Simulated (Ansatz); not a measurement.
# Screening in BaH2 (Pnma)

How strongly does BaH2 (Pnma) screen? Routes: perturbation theory, a sum over states and the RPA step of G0W0.

Main program and level: Ansatz 0.2.0; linear response on LDA, plane waves, PAW.

## 1. Starting point

It takes space group Pnma (No. 62, orthorhombic). The conventional cell has a = 6.792 Å, b = 4.168 Å, c = 7.858 Å, α = 90.00°, β = 90.00°, γ = 90.00°. Nearest to Ba lie 9 H at 2.50 to 3.00 Å. Nearest to H lie 5 Ba at 2.68 to 3.00 Å. Nearest to H lie 4 Ba at 2.50 to 2.68 Å. Farther neighbours are not listed.

The cell and positions come from the Crystallography Open Database and are kept as given unless a step says otherwise. Spin-orbit coupling is left out unless a step names it.

## 2. Response to a homogeneous field

The response to a uniform field gives ε∞, a yardstick for the screening that GW builds on its mesh.

This step: dielectric response by perturbation theory, LDA, plane waves, PAW; PAW set soft_1.

The input, input.yaml:

```yaml
crystal:
  lattice:
    - [6.792, 0.0, 0.0]
    - [0.0, 4.168, 0.0]
    - [0.0, 0.0, 7.858]
  atoms:
    - { symbol: Ba, position: [0.26029, 0.25, 0.88863] }
    - { symbol: Ba, position: [0.23971, 0.75, 0.38863] }
    - { symbol: Ba, position: [0.76029, 0.25, 0.61137] }
    - { symbol: Ba, position: [0.73971, 0.75, 0.11137] }
    - { symbol: H, position: [0.043, 0.25, 0.174] }
    - { symbol: H, position: [0.457, 0.75, 0.674] }
    - { symbol: H, position: [0.543, 0.25, 0.326] }
    - { symbol: H, position: [0.957, 0.75, 0.826] }
    - { symbol: H, position: [0.646, 0.25, 0.9135] }
    - { symbol: H, position: [0.854, 0.75, 0.4135] }
    - { symbol: H, position: [0.146, 0.25, 0.5865] }
    - { symbol: H, position: [0.354, 0.75, 0.0865] }
kpoints:
  mp_grid: { grid: [4, 6, 4] }
hamiltonian:
  xc: lda
  pseudopotentials: { kind: paw, azcp: { folder: soft_1 }, xc_functional: pbe }
scf:
  occupations: { method: fixed }
dielectric: {}
```

Run with:

```bash
$ ansatz run input.yaml --threads 3 --pin off --max-ram 92160MiB --backend cuda --events-out ev --progress --plain --runs-dir out --devices 1 --max-vram 13GiB
```

Numbers of over 12 decimals in the logs are rounded to 6 here.

Output:

```text
GPUs: using 1 of 1 available (devices: 1).
Engine: ansatz 0.2.0, x86_64-unknown-linux-gnu
Pseudopotentials: kind: paw
Pseudopotential: Ba, paw, valence charge 10, recommended cutoff 420 eV (normal), soft_1/Ba.paw.azcp
Pseudopotential: H, paw, valence charge 1, recommended cutoff 420 eV (normal), soft_1/H.paw.azcp
Functional definition: SPW92
  exchange = slater_x
  correlation = pw_c
device memory: the entry about to start is reckoned to put 2.6 GiB on a device that reports 60.2 GiB free (of which the cap on the GPU budget leaves the run 13.0 GiB)
GPU FFT provider: cuFFT
GPU libraries: cuBLAS 13.8.2, cuFFT 12.4.0, cuSOLVER 12.3.4
Crystal: 12 atoms, lattice volume = 222.453 Å³
Basis set: ecut = 420 eV, 4329 PW (Γ), exchange–correlation on 96×60×108 points (8 copies of the dense FFT grid, shifted against one another)
Bands: 36, of which v1, the nominal top of the filled ones, is band 24 counted from 1 (23 counted from 0)
Symmetry: 8 space group operations
k-points: 52 of 96 (irreducible under 1 space group operation, time reversal used)
Non-local potential: Ba, projectors of the file, l = 0: 3, l = 1: 2, l = 2: 2, l = 3: 2
Non-local potential: H, projectors of the file, l = 0: 2, l = 1: 1
PAW form: soft (Blöchl's): semilocal exchange-correlation on the pseudo side does not see the compensation charge
PAW frozen core: Ba, regenerated for the run's functional, and the local potential with it (the file was generated under x = pbe(κ = 0.804, μ = 0.219515), c = pbe(β = 0.066725))
PAW one-centre angular grid: Ba, 194 points (default); XC on 64 Gauss nodes
PAW one-centre angular grid: H, 110 points (default); XC on 64 Gauss nodes
Initial density: superposition of atomic densities (chi_scale 0.1, normalization cell, long waves kept (reshape's long-wave potential 0.00 eV rms))
Initial wavefunctions: pseudopotential atomic-orbital guess
GPU buffer pool allocated for 77760 grid points (all kernels)
GPU transforms: local potential and band sums: pruned to the plane-wave sphere, on 45×27×54
Functional: x = slater, c = lda
SCF iter   1: F=—  HF=-23251.748511 eV  |F-HF|=—  |Δ(HF+E_count)|=         —  Δρ=4.16e-2  dr2=4.76e0  ethr=3.10e-3  ⟨swp⟩=4.7  Hψ=6914  notcnv=0  defer=464
preconditioner: auto → Resta (q_TF=auto, 2.113 Å⁻¹)  ε∞=2.7  [insulator: Δε(μ)=3.234 eV  Ē_g=11.912 eV  n_scr=38 (ndim 8)  ℏωp=15.7 eV  f_vac=0.000  ε∞_Penn≈2.7]
SCF iter   2: F=—  HF=-23250.404727 eV  |F-HF|=—  |Δ(HF+E_count)|=    1.34e0  Δρ=1.65e-2  dr2=8.69e-1  ethr=3.10e-3  ⟨swp⟩=2.0  Hψ=2836  notcnv=0  defer=494
SCF iter   3: F=—  HF=-23250.180691 eV  |F-HF|=—  |Δ(HF+E_count)|=   2.24e-1  Δρ=3.22e-3  dr2=1.75e-2  ethr=1.81e-3  ⟨swp⟩=2.0  Hψ=2101  notcnv=0  defer=508
SCF iter   4: F=—  HF=-23250.186641 eV  |F-HF|=—  |Δ(HF+E_count)|=   5.95e-3  Δρ=3.54e-4  dr2=3.77e-4  ethr=3.65e-5  ⟨swp⟩=3.0  Hψ=2700  notcnv=0  defer=514
SCF iter   5: F=—  HF=-23250.186710 eV  |F-HF|=—  |Δ(HF+E_count)|=   6.87e-5  Δρ=6.60e-5  dr2=1.01e-5  ethr=7.86e-7  ⟨swp⟩=3.0  Hψ=2805  notcnv=0  defer=508
SCF iter   6: F=—  HF=-23250.186717 eV  |F-HF|=—  |Δ(HF+E_count)|=   6.92e-6  Δρ=1.33e-5  dr2=4.31e-7  ethr=2.11e-8  ⟨swp⟩=2.2  Hψ=2188  notcnv=0  defer=401
SCF iter   7: F=—  HF=-23250.186727 eV  |F-HF|=—  |Δ(HF+E_count)|=   1.06e-5  Δρ=1.67e-6  dr2=6.53e-9  ethr=8.99e-10  ⟨swp⟩=2.0  Hψ=2296  notcnv=0  defer=341
SCF iter   8: F=—  HF=-23250.186727 eV  |F-HF|=—  |Δ(HF+E_count)|=   2.95e-9  Δρ=3.05e-7  dr2=2.15e-10  ethr=1.36e-11  ⟨swp⟩=2.4  Hψ=2571  notcnv=0  defer=341
SCF iter   9: F=-23250.186727 eV  HF=-23250.186727 eV  |F-HF|=3.64e-12  |Δ(HF+E_count)|=  8.00e-11  Δρ=5.34e-8  dr2=8.57e-12  ethr=1.00e-12  ⟨swp⟩=12.5  Hψ=10399  notcnv=0
SCF 1 converged in 9 iterations: F = -23250.186727 eV  dr2 = 8.57e-12
  greatest PAW one-centre occupation: 0.957 electrons in one spin orbital (limit 2), on the Ba atom at site 3 (counted from 0), in its partial waves of l = 0
the response reads at least the filled bands of the reference SCF and the lowest empty band at each k-point, and that SCF's band table does not vouch for those bands. The notice of the band table in this run's record says why
device memory: the entry about to start is reckoned to put 0.1 GiB (of the 0.3 GiB reckoned in all, the device holds 0.2 GiB already) on a device that reports 65.4 GiB free (of which the cap on the GPU budget leaves the run 12.9 GiB)
device memory: the entry about to start is reckoned to put 2.4 GiB (of the 2.6 GiB reckoned in all, the device holds 0.2 GiB already) on a device that reports 65.4 GiB free (of which the cap on the GPU budget leaves the run 12.9 GiB)
DFPT response loops at Γ: preconditioner auto → Resta (q_TF=auto, 2.113 Å⁻¹)  ε∞=4.8 (no band partly filled); β = 1.00, the filter's whole step (`scf.mixing.beta` (0.50) is not read by the response loops at its default; to damp them type it under 1.00, their step now; it binds the ground state too); Broyden in place of MSR1
── the response to a field inside a basis, on 4×6×4 k-points: an SCF that follows is theirs, and a resumed run solves both again ──
device memory: the entry about to start is reckoned to put 0.3 GiB on a device that reports 55.6 GiB free (of which the cap on the GPU budget leaves the run 12.9 GiB)
GPU FFT provider: cuFFT
GPU libraries: cuBLAS 13.8.2, cuFFT 12.4.0, cuSOLVER 12.3.4
Bands: 25, of which v1, the nominal top of the filled ones, is band 24 counted from 1 (23 counted from 0)
k-points: 12 of 96
Initial density: handed on by an earlier stage of this run
Initial wavefunctions: pseudopotential atomic-orbital guess (no wavefunctions were taken with the density)
GPU buffer pool allocated for 77760 grid points (all kernels)
GPU transforms: band sums: pruned to the plane-wave sphere, on 45×27×54
Eigensolver: Dense (12 Hₖ)
SCF iter   1: F=—  HF=-23250.130761 eV  |F-HF|=—  |Δ(HF+E_count)|=         —  Δρ=2.81e-4  dr2=5.83e-5  ethr=1.00e-1
preconditioner: auto → Resta (q_TF=auto, 2.113 Å⁻¹)  ε∞=3.4  [insulator: Δε(μ)=2.826 eV  Ē_g=10.220 eV  n_scr=38 (ndim 8)  ℏωp=15.7 eV  f_vac=0.000  ε∞_Penn≈3.4]
SCF iter   2: F=—  HF=-23250.130777 eV  |F-HF|=—  |Δ(HF+E_count)|=   1.58e-5  Δρ=1.44e-4  dr2=1.58e-5  ethr=1.22e-7
SCF iter   3: F=—  HF=-23250.130786 eV  |F-HF|=—  |Δ(HF+E_count)|=   8.72e-6  Δρ=1.11e-5  dr2=2.38e-7  ethr=3.28e-8
SCF iter   4: F=-23250.130786 eV  HF=-23250.130786 eV  |F-HF|=1.34e-9  |Δ(HF+E_count)|=   8.92e-8  Δρ=9.57e-7  dr2=1.58e-9  ethr=4.96e-10
SCF 1 converged in 4 iterations: F = -23250.130786 eV  dr2 = 1.58e-9
  greatest PAW one-centre occupation: 0.957 electrons in one spin orbital (limit 2), on the Ba atom at site 2 (counted from 0), in its partial waves of l = 0
device memory: the entry about to start is reckoned to put 0.1 GiB on a device that reports 52.9 GiB free (of which the cap on the GPU budget leaves the run 12.8 GiB)
device memory: the entry about to start is reckoned to put 2.2 GiB on a device that reports 52.2 GiB free (of which the cap on the GPU budget leaves the run 12.7 GiB)
DFPT response loops at Γ: preconditioner auto → Resta (q_TF=auto, 2.113 Å⁻¹)  ε∞=4.6 (no band partly filled); β = 1.00, the filter's whole step (`scf.mixing.beta` (0.50) is not read by the response loops at its default; to damp them type it under 1.00, their step now; it binds the ground state too); Broyden in place of MSR1
SCF converged after 9 iterations
Free energy (F): -23250.186727 eV
Harris-Foulkes:  -23250.186727 eV  (|F-HF|=3.64e-12)
Internal energy: -23250.186727 eV  (E = F + TS)
E sigma→0 (E₀):  -23250.186727 eV
Fermi energy:    4.522148 eV
--- Per-component energies (eV) ---
  E_band       = -276.103899
  E_kinetic    = 735.292500
  E_local      = -1393.261513  (includes V_loc(G=0)·N_el)
  E_nonlocal   = 388.451334
  E_hartree    = 389.055648
  E_xc         = -853.744939
  E_vxc        = -602.391725  (∫ρ·V_xc dr)
  E_paw        = -20113.442532  (= ΣΔE_a)
  E_vpaw       = -182.298977  (= ΣTr[D̂ρ^β])
  E_aug_tail   = -0.006779  (compensation charges beyond the density's cutoff)
  E_ewald      = -2403.660525
  E_core_change = 1.130079  (= ΣΔE_core)
  E_smearing   = -0.000000  (= −TS)
  E_closure    = -0.000000  (closes the sum)
  Σ components = -23250.186727   (vs F -23250.186727, Δ=0.00e0)
--- Band table (eV; the first three rows and the last of 52) ---
  k-point 0: bands = [... 20 lower, 3.7971, 3.9636, 4.3918, 4.5057, 7.8850, 8.1887, 8.4710, 8.8046, ... 8 higher]
  k-point 1: bands = [... 20 lower, 3.8741, 4.0118, 4.3243, 4.4356, 7.6220, 8.0672, 8.2909, 8.3718, ... 8 higher]
  k-point 2: bands = [... 20 lower, 4.0288, 4.0288, 4.2779, 4.2779, 7.6677, 7.6677, 8.0635, 8.0635, ... 8 higher]
  k-point 51: bands = [... 20 lower, 3.9535, 3.9535, 3.9535, 3.9535, 7.8339, 7.8339, 7.8339, 7.8339, ... 8 higher]
--- Dielectric response (ions clamped): 3 representative field directions + reference, inside a basis on a mesh of 96 k-points (Σ response iterations 9) ---
  ε∞ (high-frequency dielectric tensor):
        4.506803     0.000000    -0.000000
        0.000000     4.297595    -0.000000
       -0.000000    -0.000000     4.702570
  Born effective charges Z* (e; rows j = field, columns β = displacement):
    site 0:
         2.04933   -0.00000   -0.00930
        -0.00000    1.98026   -0.00000
         0.13150   -0.00000    2.18681
    site 1:
         2.04933    0.00000    0.00930
        -0.00000    1.98026   -0.00000
        -0.13150   -0.00000    2.18681
    site 2:
         2.04933    0.00000    0.00930
        -0.00000    1.98026   -0.00000
        -0.13150   -0.00000    2.18681
    site 3:
         2.04933   -0.00000   -0.00930
        -0.00000    1.98026   -0.00000
         0.13150   -0.00000    2.18681
    site 4:
        -1.03941   -0.00000   -0.00311
         0.00000   -1.07979    0.00000
        -0.04464    0.00000   -1.07983
    site 5:
        -1.03941    0.00000    0.00311
         0.00000   -1.07979    0.00000
         0.04464    0.00000   -1.07983
    site 6:
        -1.03941   -0.00000    0.00311
         0.00000   -1.07979    0.00000
         0.04464    0.00000   -1.07983
    site 7:
        -1.03941    0.00000   -0.00311
         0.00000   -1.07979    0.00000
        -0.04464    0.00000   -1.07983
    site 8:
        -1.00992   -0.00000   -0.01638
         0.00000   -0.90048    0.00000
        -0.02744    0.00000   -1.10699
    site 9:
        -1.00992   -0.00000    0.01638
         0.00000   -0.90048    0.00000
         0.02744    0.00000   -1.10699
    site 10:
        -1.00992   -0.00000    0.01638
         0.00000   -0.90048    0.00000
         0.02744    0.00000   -1.10699
    site 11:
        -1.00992   -0.00000   -0.01638
         0.00000   -0.90048    0.00000
        -0.02744    0.00000   -1.10699
  Z* charge neutrality: 8.056e-3 e pre-enforcement
  solved inside a basis spanned on kpoints, on 4×6×4 k-points, its susceptibility summed on 6×8×4: ε∞ is read to err by 1.6e-2, Z* by 1.2e-2 e (field_mesh: kpoints solves on kpoints); Z* is corrected for what the basis lacks
```

Elapsed: 46 s, on 1 × NVIDIA H100 80GB HBM3 (shared by 6 runs) with 3 threads of AMD EPYC 7R13 (Zen 3), shared host; peak memory 2.7 GiB.

Reading the cycles: dr2 is the Hartree energy of the density residual (eV), the measure of convergence; HF is the Harris–Foulkes estimate of the energy, which meets the free energy F at convergence.

This step gave:

* stated error of ε∞: 0.016

One over ε∞ averages 0.22, near the quarter of exact exchange in PBE0.

High-frequency dielectric tensor:

```
4.51 0.00 0.00
0.00 4.30 0.00
0.00 0.00 4.70
```

Born effective charge (e), principal values of the symmetric part by kind of site:

```
atom  atoms with these values    low  middle   high   mean
 Ba1                        4   1.98    2.03   2.21   2.07
  H5                        4  -1.09   -1.08  -1.03  -1.07
  H9                        4  -1.11   -1.01  -0.90  -1.01
```

In full for H9:

```
-1.01  0.00 -0.02
 0.00 -0.90  0.00
-0.03  0.00 -1.11
```

## 3. Independent-particle spectrum

The independent-particle spectrum shows where the oscillator strength lies, before excitons and local fields.

This step: independent-particle optics on LDA, plane waves, PAW; PAW set soft_1.

input.yaml, as its differences from that of step 2:

```diff
@@ -25,2 +25,4 @@
   occupations: { method: fixed }
-dielectric: {}
+  n_extra_bands: 152
+output:
+  optics: { e_range: [0, 25], de: 0.1, sigma: 0.2 }
```

Output:

```text
[...]
GPUs: using 1 of 1 available (devices: 1).
[...]
GPU FFT provider: cuFFT
GPU libraries: cuBLAS 13.8.2, cuFFT 12.4.0, cuSOLVER 12.3.4
Crystal: 12 atoms, lattice volume = 222.453 Å³
Basis set: ecut = 420 eV, 4329 PW (Γ)
Bands: 176, of which v1, the nominal top of the filled ones, is band 24 counted from 1 (23 counted from 0)
Symmetry: 8 space group operations
[...]
k-points: 36 of 96
[...]
GPU buffer pool allocated for 77760 grid points (all kernels)
[...]
SCF iter   1: F=—  HF=-23251.746340 eV  |F-HF|=—  |Δ(HF+E_count)|=         —  Δρ=4.16e-2  dr2=4.75e0  ethr=3.10e-3  ⟨swp⟩=4.2  Hψ=22427  notcnv=0  defer=5304
[...]
SCF iter   9: F=-23250.186727 eV  HF=-23250.186727 eV  |F-HF|=1.82e-11  |Δ(HF+E_count)|=  7.64e-11  Δρ=4.44e-8  dr2=5.24e-12  ethr=1.00e-12  ⟨swp⟩=13.0  Hψ=54248  notcnv=0
SCF 1 converged in 9 iterations: F = -23250.186727 eV  dr2 = 5.24e-12
[...]
Optics k sum: 0 of 36 k-points
Optics k sum: 2 of 36 k-points
[...]
Optics k sum: 36 of 36 k-points
[...]
SCF converged after 9 iterations
Free energy (F): -23250.186727 eV
[...]
Internal energy: -23250.186727 eV  (E = F + TS)
E sigma→0 (E₀):  -23250.186727 eV
Fermi energy:    4.522148 eV
[...]
--- Band table (eV; the first three rows and the last of 36) ---
  k-point 0: bands = [... 20 lower, 3.7971, 3.9636, 4.3918, 4.5057, 7.8850, 8.1887, 8.4710, 8.8046, ... 148 higher]
  k-point 1: bands = [... 20 lower, 3.8741, 4.0118, 4.3243, 4.4356, 7.6220, 8.0672, 8.2909, 8.3718, ... 148 higher]
  k-point 2: bands = [... 20 lower, 4.0288, 4.0288, 4.2779, 4.2779, 7.6677, 7.6677, 8.0635, 8.0635, ... 148 higher]
  k-point 35: bands = [... 20 lower, 3.9535, 3.9535, 3.9535, 3.9535, 7.8339, 7.8339, 7.8339, 7.8339, ... 148 higher]
```

It took 75 s on 1 × NVIDIA H100 80GB HBM3 (shared by 6 runs) with 3 threads; peak memory 3.8 GiB; 79 s of CPU time.

This step gave:

* ε∞ without local fields (xx, yy, zz): 4.769, 4.551, 4.945
* electrons in the f-sum (xx, yy, zz): 48.51, 48.49, 48.44
* bands in the explicit sum (the static value is completed to all bands): 176

The sum gives ε∞ = 4.77, 4.55 and 4.95 without local fields.

Independent particles, no local fields, Gaussian width 0.2 eV. The ε₂ by photon energy; read off at these points:

```
photon energy (eV)     xx     yy     zz
              2.50      0      0      0
              3.00  0.166  0.115  0.225
              3.50   3.49   2.34   6.38
              3.70   5.61   3.43   7.03
              4.00   7.36   4.23   6.93
              4.20   8.02   4.84   6.96
              4.50   7.02   5.67   6.35
              4.90   5.70   7.97   5.93
              5.00   5.30   7.89   5.59
              5.50   5.25   6.16   4.07
              6.00   3.74   4.31   2.87
              6.50   3.78   3.88   3.70
              7.00   3.01   3.20   3.86
              7.50   2.50   2.73   3.56
              8.00   2.35   2.36   3.71
              8.50   2.10   1.88   2.67
              9.00   1.90   1.70   2.15
              9.50   1.59   1.59   1.74
             10.00   1.34   1.39   1.37
             10.50   1.21   1.09   1.14
             11.00  0.883  0.926   1.15
             11.50  0.570  0.505  0.600
             12.00  0.684  0.499  0.611
             12.50  0.636  0.537  0.544
             13.00  0.534  0.417  0.376
             13.50  0.488  0.366  0.355
             14.00   2.12   1.48   1.32
             14.40   3.41   3.42   2.69
             14.50   3.39   3.53   2.83
             15.00   2.65   2.70   2.56
             15.50   2.32   2.69   2.16
             16.00   1.94   1.87   1.43
             16.50   1.81   1.81   1.41
             17.00   1.69   1.86   1.52
             17.50   1.70   1.73   1.69
             18.00   1.72   1.95   2.01
             18.50   1.77   2.02   2.22
             19.00   1.57   1.59   1.84
             19.50   1.25   1.30   1.34
             20.00   1.02   1.11   1.06
             20.50  0.966   1.05   1.05
             21.00  0.868  0.925  0.715
             21.50  0.743  0.701  0.621
             22.00  0.434  0.445  0.530
             22.50  0.289  0.267  0.269
             23.00  0.382  0.267  0.317
             23.50  0.318  0.221  0.289
             24.00  0.169  0.172  0.170
             24.50  0.152  0.144  0.155
             25.00  0.172  0.149  0.152
```

The loss function has structure finer than the step of the table below, so its rows give means over 0.5 eV, whole bins alone (the curve runs from 0 to 25 eV). Peaks (eV: height): xx 11.10: 0.884, 22.40: 3.56, 23.90: 4.68; yy 11.20: 0.895, 23.40: 4.17; zz 11.40: 1.22, 22.60: 3.77, 23.90: 4.31.

Independent particles, no local fields, Gaussian width 0.2 eV. The loss function by photon energy; means over each step:

```
photon energy (eV)       xx       yy       zz
               2.5   1.2e-5   9.4e-6   7.0e-6
               3.0  0.00482  0.00444  0.00630
               3.5   0.0332   0.0323   0.0499
               4.0   0.0724   0.0609   0.0917
               4.5    0.117   0.0758    0.125
               5.0    0.164    0.106    0.166
               5.5    0.191    0.162    0.244
               6.0    0.244    0.230    0.259
               6.5    0.267    0.255    0.215
               7.0    0.335    0.308    0.238
               7.5    0.384    0.366    0.253
               8.0    0.414    0.431    0.277
               8.5    0.451    0.521    0.375
               9.0    0.512    0.566    0.460
               9.5    0.598    0.595    0.571
              10.0    0.682    0.710    0.735
              10.5    0.729    0.775    0.816
              11.0    0.834    0.831    0.861
              11.5    0.528    0.644     1.02
              12.0    0.349    0.313    0.580
              12.5    0.281    0.250    0.429
              13.0    0.179    0.144    0.214
              13.5   0.0846   0.0721   0.0988
              14.0    0.135   0.0989    0.125
              14.5    0.248    0.217    0.250
              15.0    0.332    0.303    0.333
              15.5    0.422    0.369    0.463
              16.0    0.500    0.516    0.632
              16.5    0.541    0.507    0.567
              17.0    0.556    0.506    0.513
              17.5    0.562    0.540    0.472
              18.0    0.563    0.491    0.441
              18.5    0.565    0.501    0.446
              19.0    0.628    0.603    0.519
              19.5    0.761    0.726    0.672
              20.0    0.917    0.849    0.857
              20.5     1.01    0.905    0.891
              21.0     1.08    0.922     1.08
              21.5     1.18     1.14     1.49
              22.0     1.66     1.59     1.63
              22.5     3.21     2.87     3.16
              23.0     2.62     3.87     3.11
              23.5     3.26     4.04     3.35
              24.0     4.05     3.63     3.75
              24.5     2.13     2.04     1.97
```

(Part 1 of 2 ends here.)

[Paths, hosts, dates, memory and timing lines, banners, echoed tables and standing remarks are left out of the program output.]

[Logs are printed without paths, hosts, clocks, repeated set-up lines and the standing remarks that a program may print on its own settings, such as how far it seeks lower states.]

[Runs of the session that timed out or met a known fault of the program may be left out.]

[Cells called generated may have been cut or substituted from an entry of the Crystallography Open Database or the Materials Project.]

[Hosts, paths, dates, database ids (printed as entryN), source tags and the programs' standing remarks are cut or masked in the printed files.]
